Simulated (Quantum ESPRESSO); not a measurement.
# CdS (Hawleyite): from the cell to the phonon bands, part 2 of 3

How does CdS (Hawleyite) vibrate, and is this structure a minimum?

Quantum ESPRESSO 7.5; DFT LDA, scalar-relativistic, plane waves, GBRV ultrasoft pseudopotentials.

So far. Step 4 (Relaxation): Little changed from the start: no atom moved by 0.005 Å and no cell edge by 0.1 %. Step 5 (Self-consistent run for the response): The cell stands at -0.021 GPa, close enough for phonons. The relaxed cell has a = 5.762 Å (conventional setting).

### Step 6. Phonons on a q mesh

Linear response treats each wavevector in the unit cell, with no supercell; the 4×4×4 mesh fixes the range of the force constants to be had.

ph.in

```
phonons
&INPUTPH
  prefix = 'x'
  outdir = './tmp'
  fildyn = 'x.dyn'
  tr2_ph = 1.0d-18
  epsil  = .true.
  ldisp  = .true.
  nq1    = 4
  nq2    = 4
  nq3    = 4
/
```

Launch:

```sh
$ OMP_NUM_THREADS=1 mpirun -n 4 ph.x -nk 4 -in ph.in > ph.out
```

Numbers of over 12 decimals in the logs are rounded to 6 here.

The log of the run:

```text
[banners, grids, parts of the stress and lines that vanish by symmetry left out]
[banner, memory and clock lines left out]
Program PHONON v.7.5

[...]
Exchange-correlation= PZ
                           (   1   1   0   0   0   0   0)
[...]
(   8 q-points):
[...]
kinetic-energy cut-off    =      40.0000  Ry
     charge density cut-off    =     240.0000  Ry
     convergence threshold     =      1.0E-18
[...]
Exchange-correlation= PZ
                           (   1   1   0   0   0   0   0)
[...]
q = (   0.0000000   0.0000000   0.0000000 )
     25 Sym.Ops. (with q -> -q+G )
     G cutoff =  360.3817  (  20179 G-vectors)     FFT grid: ( 40, 40, 40)
     G cutoff =  240.2545  (  11017 G-vectors)  smooth grid: ( 32, 32, 32)
     number of k points=    29
[...]
Mode symmetry, T_d (-43m)  point group:
[...]
Dielectric constant
[...]
End of electric fields calculation
          Dielectric constant in cartesian axis
          (       7.676866540      -0.000000000       0.000000000 )
          (       0.000000000       7.676866540       0.000000000 )
          (      -0.000000000       0.000000000       7.676866540 )
          Effective charges (d Force / dE) in cartesian axis without acoustic sum rule applied (asr)
           atom    1  Cd    Mean Z*:        2.18226
      Ex  (        2.18226        0.00000       -0.00000 )
      Ey  (        0.00000        2.18226       -0.00000 )
      Ez  (       -0.00000       -0.00000        2.18226 )
           atom    2  S     Mean Z*:       -2.20129
      Ex  (       -2.20129        0.00000        0.00000 )
      Ey  (        0.00000       -2.20129        0.00000 )
      Ez  (       -0.00000        0.00000       -2.20129 )
          Effective charges Sum: Mean:       -0.01903
[...]
Effective charges (d Force / dE) in cartesian axis with asr applied:
           atom    1  Cd    Mean Z*:        2.19178
[...]
atom    2  S     Mean Z*:       -2.19178
[...]
Representation #   1 modes #   1   2   3
[...]
End of self-consistent calculation
     Convergence has been achieved
     Representation #   2 modes #   4   5   6
[...]
End of self-consistent calculation
     Convergence has been achieved
[...]
Dielectric constant in cartesian axis
          (       7.676866540      -0.000000000       0.000000000 )
          (       0.000000000       7.676866540       0.000000000 )
          (      -0.000000000       0.000000000       7.676866540 )
          Effective charges (d Force / dE) in cartesian axis without acoustic sum rule applied (asr)
           atom    1  Cd    Mean Z*:        2.18226
      Ex  (        2.18226        0.00000       -0.00000 )
      Ey  (        0.00000        2.18226       -0.00000 )
      Ez  (       -0.00000       -0.00000        2.18226 )
           atom    2  S     Mean Z*:       -2.20129
      Ex  (       -2.20129        0.00000        0.00000 )
      Ey  (        0.00000       -2.20129        0.00000 )
      Ez  (       -0.00000        0.00000       -2.20129 )
          Effective charges Sum: Mean:       -0.01903
[...]
Effective charges (d Force / dE) in cartesian axis with asr applied:
           atom    1  Cd    Mean Z*:        2.19178
[...]
atom    2  S     Mean Z*:       -2.19178
[...]
Effective charges (d P / du) in cartesian axis
[...]
q = (    0.000000000   0.000000000   0.000000000 )
[...]
freq (    1) =      -0.241877 [THz] =      -8.068164 [cm-1]
     freq (    2) =      -0.241877 [THz] =      -8.068164 [cm-1]
     freq (    3) =      -0.241877 [THz] =      -8.068164 [cm-1]
     freq (    4) =       7.349610 [THz] =     245.156617 [cm-1]
     freq (    5) =       7.349610 [THz] =     245.156617 [cm-1]
     freq (    6) =       7.349610 [THz] =     245.156617 [cm-1]
[...]
Mode symmetry, T_d (-43m)  point group:
     freq (   1-   3) =         -8.1  [cm-1]   --> T_2  G_15 P_4   I+R
     freq (   4-   6) =        245.2  [cm-1]   --> T_2  G_15 P_4   I+R
[...]
Mode symmetry, C_3v (3m)   point group:
[...]
Representation #   1 mode #   1
[...]
End of self-consistent calculation
     Convergence has been achieved
     Representation #   2 mode #   2
[...]
End of self-consistent calculation
     Convergence has been achieved
     Representation #   3 modes #   3   4
[...]
Convergence has been achieved
     Representation #   4 modes #   5   6
[...]
Convergence has been achieved
[...]
q = (   -0.176776695   0.176776695  -0.176776695 )
[...]
freq (    1) =       0.974742 [THz] =      32.513901 [cm-1]
     freq (    2) =       0.974742 [THz] =      32.513901 [cm-1]
     freq (    3) =       3.033698 [THz] =     101.193263 [cm-1]
     freq (    4) =       7.683101 [THz] =     256.280676 [cm-1]
     freq (    5) =       7.683101 [THz] =     256.280676 [cm-1]
     freq (    6) =       9.072552 [THz] =     302.627772 [cm-1]
[...]
Mode symmetry, C_3v (3m)   point group:
     freq (   1-   2) =         32.5  [cm-1]   --> E    L_3
     freq (   3-   3) =        101.2  [cm-1]   --> A_1  L_1
     freq (   4-   5) =        256.3  [cm-1]   --> E    L_3
     freq (   6-   6) =        302.6  [cm-1]   --> A_1  L_1
[...]
Mode symmetry, C_3v (3m)   point group:
[...]
Representation #   1 mode #   1
[...]
Convergence has been achieved
     Representation #   2 mode #   2
[...]
Convergence has been achieved
     Representation #   3 modes #   3   4
[...]
Convergence has been achieved
     Representation #   4 modes #   5   6
[...]
Convergence has been achieved
[...]
q = (    0.353553391  -0.353553391   0.353553391 )
[...]
freq (    1) =       1.194511 [THz] =      39.844613 [cm-1]
     freq (    2) =       1.194511 [THz] =      39.844613 [cm-1]
[...]
Mode symmetry, C_3v (3m)   point group:
     freq (   1-   2) =         39.8  [cm-1]   --> E    L_3
     freq (   3-   3) =        138.2  [cm-1]   --> A_1  L_1
     freq (   4-   5) =        265.2  [cm-1]   --> E    L_3
     freq (   6-   6) =        308.1  [cm-1]   --> A_1  L_1
[...]
Mode symmetry, C_2v (mm2)  point group:
[...]
Convergence has been achieved
[...]
Convergence has been achieved
[...]
Convergence has been achieved
[...]
Convergence has been achieved
[...]
q = (    0.000000000   0.353553391   0.000000000 )
[...]
Mode symmetry, C_2v (mm2)  point group:
     freq (   1-   1) =         46.2  [cm-1]   --> B_1  D_3  S_3
     freq (   2-   2) =         46.2  [cm-1]   --> B_2  D_4  S_4
     freq (   3-   3) =        105.7  [cm-1]   --> A_1  D_1  S_1
     freq (   4-   4) =        269.0  [cm-1]   --> B_1  D_3  S_3
     freq (   5-   5) =        269.0  [cm-1]   --> B_2  D_4  S_4
     freq (   6-   6) =        298.8  [cm-1]   --> A_1  D_1  S_1
[...]
Mode symmetry, C_s (m)     point group:
[...]
q = (    0.530330086  -0.176776695   0.530330086 )
[...]
Mode symmetry, C_s (m)     point group:
     freq (   1-   1) =         49.6  [cm-1]   --> A''
     freq (   2-   2) =         67.2  [cm-1]   --> A'
     freq (   3-   3) =        135.5  [cm-1]   --> A'
     freq (   4-   4) =        277.3  [cm-1]   --> A''
     freq (   5-   5) =        283.1  [cm-1]   --> A'
     freq (   6-   6) =        304.1  [cm-1]   --> A'
[...]
Mode symmetry, C_s (m)     point group:
[...]
q = (    0.353553391   0.000000000   0.353553391 )
[...]
Mode symmetry, C_s (m)     point group:
     freq (   1-   1) =         44.8  [cm-1]   --> A''
     freq (   2-   2) =         68.6  [cm-1]   --> A'
     freq (   3-   3) =        125.0  [cm-1]   --> A'
     freq (   4-   4) =        266.6  [cm-1]   --> A''
     freq (   5-   5) =        282.8  [cm-1]   --> A'
     freq (   6-   6) =        304.4  [cm-1]   --> A'
[...]
Mode symmetry, D_2d (-42m) point group:
[...]
Representation #   3 modes #   3   4
[...]
Convergence has been achieved
     Representation #   4 modes #   5   6
[...]
Convergence has been achieved
[...]
q = (    0.000000000  -0.707106781   0.000000000 )
[...]
freq (    5) =       8.618365 [THz] =     287.477702 [cm-1]
     freq (    6) =       8.897045 [THz] =     296.773492 [cm-1]
[...]
Mode symmetry, D_2d (-42m) point group:
     freq (   1-   2) =         51.7  [cm-1]   --> E    X_5  W_3
     freq (   3-   3) =        151.4  [cm-1]   --> B_2  X_3  W_2
     freq (   4-   5) =        287.5  [cm-1]   --> E    X_5  W_3
     freq (   6-   6) =        296.8  [cm-1]   --> A_1  X_1  W_1
[...]
Mode symmetry, S_4 (-4)    point group:
[...]
Convergence has been achieved
[...]
Convergence has been achieved
[...]
Convergence has been achieved
[...]
Convergence has been achieved
     Representation #   5 mode #   5
[...]
End of self-consistent calculation
     Convergence has been achieved
     Representation #   6 mode #   6
[...]
End of self-consistent calculation
     Convergence has been achieved
[...]
q = (   -0.353553391  -0.707106781   0.000000000 )
[...]
freq (    1) =       1.852236 [THz] =      61.783954 [cm-1]
     freq (    2) =       2.188332 [THz] =      72.994910 [cm-1]
     freq (    3) =       4.193654 [THz] =     139.885243 [cm-1]
     freq (    4) =       8.516730 [THz] =     284.087541 [cm-1]
     freq (    5) =       8.717177 [THz] =     290.773738 [cm-1]
     freq (    6) =       9.104522 [THz] =     303.694149 [cm-1]
[...]
Mode symmetry, S_4 (-4)    point group:
     freq (   1-   1) =         61.8  [cm-1]   --> B    W_3
     freq (   2-   2) =         73.0  [cm-1]   --> E*   W_2
     freq (   3-   3) =        139.9  [cm-1]   --> E    W_4
     freq (   4-   4) =        284.1  [cm-1]   --> A    W_1
     freq (   5-   5) =        290.8  [cm-1]   --> E*   W_2
     freq (   6-   6) =        303.7  [cm-1]   --> B    W_3
```

The job ended after 31 min (4 MPI ranks of Arm Neoverse V1, shared host; 2.1 h of CPU time).

Numbers from this step:

```yaml
miss_of_the_charge_sum_rule: 0.01903 e
largest_acoustic_frequency_at_the_zone_centre_before_the_sum_rule: -8.07 cm⁻¹
highest_optical_zone_centre_mode_no_lo_to_term: 245.2 cm⁻¹
lowest_optical_zone_centre_mode: 245.2 cm⁻¹
mean_high_frequency_dielectric_constant: 7.677
largest_born_charge_in_size_third_of_the_trace: 2.201 e
lowest_mode_on_the_q_mesh_acoustic_ones_at_the_zone_centre_apart: 32.51 cm⁻¹
```

Frequencies (cm⁻¹) at each irreducible wavevector; negative means imaginary. Frequencies by wavevector:

| q (fractions) | star | mode 1 | mode 2 | mode 3 | mode 4 | mode 5 | mode 6 |
| --- | --- | --- | --- | --- | --- | --- | --- |
| 0 0 0 | 1 | -8.07 | -8.07 | -8.07 | 245.2 | 245.2 | 245.2 |
| 0 0 0.25 | 8 | 32.51 | 32.51 | 101.2 | 256.3 | 256.3 | 302.6 |
| 0 0 -0.5 | 4 | 39.84 | 39.84 | 138.2 | 265.1 | 265.1 | 308.1 |
| 0 0.25 0.25 | 6 | 46.22 | 46.22 | 105.7 | 269 | 269 | 298.8 |
| 0 0.25 -0.5 | 24 | 49.62 | 67.17 | 135.5 | 277.3 | 283.1 | 304.1 |
| 0 0.25 -0.25 | 12 | 44.76 | 68.59 | 125 | 266.6 | 282.8 | 304.4 |
| 0 -0.5 -0.5 | 3 | 51.73 | 51.73 | 151.4 | 287.5 | 287.5 | 296.8 |
| 0.25 -0.5 -0.25 | 6 | 61.78 | 72.99 | 139.9 | 284.1 | 290.8 | 303.7 |

Born charge (rows field, columns displacement), before the sum rule (e), principal values of the symmetric part by kind of site:

| atom | atoms with these values | low | middle | high | mean |
| --- | --- | --- | --- | --- | --- |
| Cd1 | 1 | 2.18 | 2.18 | 2.18 | 2.18 |
| S2 | 1 | -2.20 | -2.20 | -2.20 | -2.20 |

In full for Cd1:

```
2.18 0.00 0.00
0.00 2.18 0.00
0.00 0.00 2.18
```

High-frequency dielectric tensor:

```
7.68 0.00 0.00
0.00 7.68 0.00
0.00 0.00 7.68
```

The acoustic modes at Γ come out as far as 8.1 cm⁻¹ from zero, where they should vanish, a small numerical error; the Born charges miss their sum rule by 0.019 e, which is good.

### Step 7. Force constants in real space

The dynamical matrices of the mesh are Fourier-transformed to force constants in real space, after the long-range dipole part is taken out.

q2r.in

```
&INPUT
  fildyn = 'x.dyn'
  zasr   = 'simple'
  flfrc  = 'x.fc'
/
```

Launch:

```sh
$ q2r.x < q2r.in > q2r.out
```

The log of the run:

```text
[banners, grids, parts of the stress and lines that vanish by symmetry left out]
[banner, memory and clock lines left out]
Program Q2R v.7.5

  reading grid info from file x.dyn0

  reading force constants from file x.dyn1
 macroscopic fields = T
   7.67687   0.00000  -0.00000
  -0.00000   7.67687   0.00000
[...]
na=            1
[...]
na=            2
[...]
0.00000  -2.20129   0.00000
  -0.00000   0.00000  -2.20129
  alpha Ewald:    1.501591
  nqs=            1
 q=   0.00000000  0.00000000  0.00000000
  reading force constants from file x.dyn2
  alpha Ewald:    1.501591
  nqs=            8
 q=  -0.17677670  0.17677670 -0.17677670
[...]
reading force constants from file x.dyn7
  alpha Ewald:    1.501591
  nqs=            3
[...]
reading force constants from file x.dyn8
  alpha Ewald:    1.501591
  nqs=            6
[...]
q=  -0.00000000 -0.35355339 -0.70710678
 q=   0.00000000  0.35355339 -0.70710678

      q-space grid ok, #points =   64

      fft-check warning: sum of imaginary terms = 1.017444E-09
```

Wall time 0.49 s (1 thread).

### Step 8. Interpolated phonon bands

From the force constants any wavevector is cheap; points of the mesh come back as solved, but for the sum rule and, in polar crystals, the LO-TO term at Γ; the rest is interpolation.

matdyn.in

```
&INPUT
  asr              = 'simple'
  flfrc            = 'x.fc'
  flfrq            = 'x.freq'
  flvec            = 'x.modes'
  q_in_band_form   = .true.
  q_in_cryst_coord = .true.
/
8
  0.0000000   0.0000000   0.0000000  12  ! GAMMA
  0.0000000   0.5000000   0.5000000  12  ! X
  0.0000000   0.6250000   0.3750000   1  ! U
 -0.3750000   0.3750000  -0.0000000  12  ! K
  0.0000000   0.0000000   0.0000000  12  ! GAMMA
 -0.0000000   0.5000000   0.0000000  12  ! L
 -0.2500000   0.5000000   0.2500000  12  ! W
  0.0000000   0.5000000   0.5000000   1  ! X
```

Launch:

```sh
$ matdyn.x -in matdyn.in > matdyn.out
```

The log of the run:

```text
[banner, memory and clock lines left out]
Program MATDYN v.7.5

 mass for atomic type   1 not given; uses mass from file x.fc
 mass for atomic type   2 not given; uses mass from file x.fc
```

It took 0.49 s on 1 thread.

Read from the output:

```
lowest frequency on the path : 0 cm⁻¹
```

Matdyn.x, sum rule simple. Phonon branches along the path, in cm⁻¹:

| point | branch 1 | branch 2 | branch 3 | branch 4 | branch 5 | branch 6 |
| --- | --- | --- | --- | --- | --- | --- |
| Γ | 0 | 0 | 0 | 245 | 245 | 293 |
| halfway | 47 | 47 | 106 | 269 | 269 | 299 |
| X | 52 | 52 | 152 | 288 | 288 | 297 |
| halfway | 52 | 60 | 149 | 286 | 288 | 300 |
| U | 52 | 70 | 143 | 281 | 289 | 305 |
| jump to K | 52 | 70 | 143 | 281 | 289 | 305 |
| halfway | 37 | 61 | 108 | 259 | 273 | 301 |
| Γ | 0 | 0 | 0 | 245 | 245 | 293 |
| halfway | 34 | 34 | 102 | 256 | 256 | 303 |
| L | 41 | 41 | 138 | 265 | 265 | 308 |
| halfway | 52 | 66 | 136 | 274 | 282 | 307 |
| W | 62 | 73 | 140 | 284 | 291 | 304 |
| halfway | 57 | 63 | 146 | 285 | 289 | 301 |
| X | 52 | 52 | 152 | 288 | 288 | 297 |

The phonon branches as a text plot (rows in cm⁻¹):

```
    302 |    ***********************     ************************
    289 |****     *************     *****              **********
    276 |       **       ***** **                   *****
    263 |    ***              *****          ********
    250 |****                    ************
    238 |
    225 |
    212 |
    199 |
    186 |
    173 |
    161 |
    148 |          *******                                  *****
    135 |        **       ****                  ************
    122 |       *             **              **
    109 |      *                *            *
     96 |     *                  *          *
     83 |                         *        *
     71 |    *           *******          *           ********
     58 |   *    *********      ** *     *          *************
     45 |  *  ***         ******  * *   *     ********
     32 |   **                  ** *       ***
     19 | **                      *****  **
      6 |**                         *****
         Γ           X  U|K            Γ         L        W     X
```

All branches are real along the path.

### Step 9. Density of states

Sums over the zone need many more wavevectors than were solved, so the interpolation is sampled on a dense mesh.

matdyn.in

```
&INPUT
  asr    = 'simple'
  flfrc  = 'x.fc'
  dos    = .true.
  fldos  = 'x.dos'
  nk1    = 14
  nk2    = 14
  nk3    = 14
  deltaE = 1.0
/
```

Launch:

```sh
$ matdyn.x -in matdyn.in > matdyn.out
```

The log of the run:

```text
[banner, memory and clock lines left out]
Program MATDYN v.7.5

 mass for atomic type   1 not given; uses mass from file x.fc
 mass for atomic type   2 not given; uses mass from file x.fc
```

Wall time 2.4 s (1 thread).

Numbers from this step:

| Item | Value |
| --- | --- |
| share of modes beyond 3i cm⁻¹ on the dense interpolated mesh | 0 |
| zero-point energy per atom | 33.69 meV |
| heat capacity at 300 K | 23.00 J/(mol atoms K) |
| vibrational entropy at 300 K | 35.76 J/(mol atoms K) |

The phonon density of states has structure finer than the step of the table below, so its rows give means over 10 cm⁻¹, whole bins alone (the curve runs from 0 to 308 cm⁻¹). Peaks (cm⁻¹: height): total 54.0: 0.105, 70.0: 0.0598, 136.0: 0.0701, 284.0: 0.0849, 306.0: 0.144; Cd 54.0: 0.0904, 70.0: 0.0531, 136.0: 0.0679, 306.0: 0.0115; S 284.0: 0.0777, 306.0: 0.132.

Tetrahedra. Phonon density of states against wavenumber; means over each step; values in 1/cm⁻¹/cell:

| wavenumber (cm⁻¹) | total | Cd | S |
| --- | --- | --- | --- |
| 10 | 5.8e-4 | 4.5e-4 | 1.2e-4 |
| 20 | 0.00269 | 0.00213 | 5.6e-4 |
| 30 | 0.00768 | 0.00619 | 0.00149 |
| 40 | 0.0272 | 0.0225 | 0.00470 |
| 50 | 0.0693 | 0.0590 | 0.0103 |
| 60 | 0.0553 | 0.0481 | 0.00717 |
| 70 | 0.0402 | 0.0355 | 0.00466 |
| 80 | 0.00190 | 0.00158 | 3.2e-4 |
| 90 | 0.00285 | 0.00242 | 4.4e-4 |
| 100 | 0.00431 | 0.00373 | 5.8e-4 |
| 110 | 0.00677 | 0.00601 | 7.6e-4 |
| 120 | 0.0115 | 0.0105 | 9.8e-4 |
| 130 | 0.0276 | 0.0262 | 0.00136 |
| 140 | 0.0375 | 0.0367 | 8.2e-4 |
| 150 | 0.00454 | 0.00451 | 3.6e-5 |
| 160 | 0 | 0 | 0 |
| 170 | 0 | 0 | 0 |
| 180 | 0 | 0 | 0 |
| 190 | 0 | 0 | 0 |
| 200 | 0 | 0 | 0 |
| 210 | 0 | 0 | 0 |
| 220 | 0 | 0 | 0 |
| 230 | 0 | 0 | 0 |
| 240 | 1.4e-5 | 3.0e-6 | 1.1e-5 |
| 250 | 0.00699 | 0.00142 | 0.00556 |
| 260 | 0.0257 | 0.00460 | 0.0211 |
| 270 | 0.0575 | 0.00883 | 0.0487 |
| 280 | 0.0724 | 0.00795 | 0.0644 |
| 290 | 0.0381 | 0.00299 | 0.0351 |
| 300 | 0.0596 | 0.00566 | 0.0540 |

Harmonic thermodynamic functions per atom, summed over the density of states scaled to three modes an atom; melting is ignored. Thermodynamic functions:

| T (K) | F_vib (meV/atom) | S (J/mol-atom/K) | C_V (J/mol-atom/K) |
| --- | --- | --- | --- |
| 0 | 33.69 | 0 | 0 |
| 50 | 32.48 | 6.357 | 8.612 |
| 100 | 27.08 | 14.27 | 14.69 |
| 200 | 5.43 | 26.8 | 20.98 |
| 300 | -27.23 | 35.76 | 23 |
| 400 | -67.93 | 42.5 | 23.81 |
| 500 | -114.9 | 47.86 | 24.2 |
| 600 | -166.8 | 52.3 | 24.43 |
| 700 | -223 | 56.07 | 24.56 |
| 800 | -282.9 | 59.36 | 24.65 |
| 900 | -345.9 | 62.27 | 24.71 |
| 1000 | -411.9 | 64.87 | 24.75 |

At 300 K the heat capacity has reached 92 % of the Dulong-Petit value.

### Step 10. Zone-centre analysis

A rigid shift of the crystal must cost nothing, but grids and finite bases break this; the acoustic sum rule is imposed before the matrix is diagonalised again. With Born charges the intensities follow, and the static dielectric tensor.

dynmat.in

```
&INPUT
  fildyn = 'x.dyn1'
  asr    = 'simple'
  fileig = 'dynmat.eig'
  lperm  = .true.
/
```

Launch:

```sh
$ dynmat.x -in dynmat.in > dynmat.out
```

The log of the run:

```text
[banner, memory and clock lines left out]
Program DYNMAT v.7.5

     Reading Dynamical Matrix from file x.dyn1
     ...Force constants read
     ...epsilon and Z* read
     A direction for q was not specified:TO-LO splitting will be absent

     Polarizability (A^3 units)
     multiply by 0.310018 for Clausius-Mossotti correction
        25.410786    0.000000   -0.000000
        -0.000000   25.410786    0.000000
         0.000000    0.000000   25.410786

     IR activities are in (D/A)^2/amu units

# mode   [cm-1]    [THz]      IR
    1     -0.00   -0.0000    0.0000
    2     -0.00   -0.0000    0.0000
    3     -0.00   -0.0000    0.0000
    4    245.28    7.3534    4.4429
    5    245.28    7.3534    4.4429
    6    245.28    7.3534    4.4429

Electronic dielectric permittivity tensor (relative, adimensional)
         7.676867    0.000000   -0.000000
        -0.000000    7.676867    0.000000
         0.000000    0.000000    7.676867

 ... with zone-center polar mode contributions
        10.970185    0.000000    0.000000
        -0.000000   10.970185   -0.000000
         0.000000   -0.000000   10.970185
```

Run time: 0.47 s. Hardware: 1 thread.

Read from the output:

```
highest optical zone-centre mode (no LO-TO term) : 245.3 cm⁻¹
lowest optical zone-centre mode                  : 245.3 cm⁻¹
mean static dielectric constant                  : 10.97
```

Unit eigenvectors of the mass-weighted matrix after the sum rule; no LO-TO term. Modes at Γ, with each element's share of the kinetic energy:

| mode | frequency (cm⁻¹) | symmetry | Cd % | S % |
| --- | --- | --- | --- | --- |
| 1 | 0.0 | acoustic | 78 | 22 |
| 2 | 0.0 | acoustic | 78 | 22 |
| 3 | 0.0 | acoustic | 78 | 22 |
| 4 | 245.3 | T2 | 22 | 78 |
| 5 | 245.3 | T2 | 22 | 78 |
| 6 | 245.3 | T2 | 22 | 78 |

Displacements in mode 6 (245.3 cm⁻¹), the largest set to 1:
```
Cd1 -0.29 -0.29  0.00
S2   1.00  1.00  0.00
```

Degenerate modes summed, no LO-TO term. Infrared lines, with heights relative to the strongest:

| position (cm⁻¹) | lines merged | label | IR intensity, relative |
| --- | --- | --- | --- |
| 245 | 3 | T2 | 100 |

Static dielectric tensor (ions relaxed, fixed cell):

```
10.97  0.00  0.00
 0.00 10.97  0.00
 0.00  0.00 10.97
```

The rule moves no optical mode by more than 0.2 cm⁻¹.

[end of part 2 of 3]

[Host names and launcher messages were left out of these logs when they were recorded.]

[Logs are printed without paths, hosts, clocks, repeated set-up lines and the standing remarks that a program may print on its own settings, such as how far it seeks lower states.]

[Hosts, paths, dates, database ids (printed as entryN), source tags and the programs' standing remarks are cut or masked in the printed files.]
